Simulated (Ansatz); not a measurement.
# Cs3ScCl6: which shell does photoemission see at 21.2 and 1486.7 eV? (r²SCAN)

The valence band of Cs3ScCl6 mixes several shells. Work out by hand which one leads the spectrum's area at each photon energy.

Filled states come from the projected DOS of Ansatz 0.2.0 (r²SCAN, plane waves); cross sections σ and asymmetry parameters β are those of free atoms in a Dirac–Hartree–Slater calculation. A shell's area is states × σ × angular factor, which is 1 − β·P₂(cos θ)/2 for unpolarised light, with θ = 45° from the beam and P₂ = 0.250.

**At 21.2 eV** (states counted from 11.2 eV below the zero; other shells add 3.7 to the products' sum of 127):

```
shell  filled states a cell  cross section (Mb an electron)     β  angular factor  product  share by hand (%)  share in the simulated spectrum (%)
Cs 5s                  0.00                               0  0.00            1.00        0                  0                                    0
Cs 5p                 16.60                            4.07  1.86            0.77     51.8                 41                                   41
Cl 3s                  0.22                               0  0.00            1.00        0                  0                                    0
Cl 3p                 33.85                            2.72  1.77            0.78     71.7                 56                                   57
```

**At 1486.7 eV** (states counted from 21.2 eV below the zero; other shells add 0.00023 to the products' sum of 0.0423):

| shell | filled states a cell | cross section (Mb an electron) | β | angular factor | product | share by hand (%) | share in the simulated spectrum (%) |
| --- | --- | --- | --- | --- | --- | --- | --- |
| Cs 5s | 5.84 | 0.00126 | 1.98 | 0.75 | 0.00551 | 13 | 13 |
| Cs 5p | 16.71 | 0.00114 | 1.73 | 0.78 | 0.0149 | 35 | 35 |
| Cl 3s | 11.43 | 0.00125 | 2.00 | 0.75 | 0.0107 | 25 | 25 |
| Cl 3p | 33.91 | 0.00038 | 1.17 | 0.85 | 0.011 | 26 | 26 |

Cl 3p leads at 21.2 eV and Cs 5p at 1486.7 eV. Between the two energies σ of Cl 3p changes by a factor 1.4e-4 and that of Cs 5p by 2.8e-4, so their ratio moves 2.0-fold in favour of the second. The simulated spectrum uses the same rule on the energy-resolved DOS, so the two share columns agree within a few points.

Only crystals where the two columns agree within 4 points and the lead is clear are worked in this form. Free-atom cross sections ignore the solid's final states, no escape depth or background enters, and the count of states a shell hangs on the projection.

[Logs are printed without paths, hosts, clocks, repeated set-up lines and the standing remarks that a program may print on its own settings, such as how far it seeks lower states.]
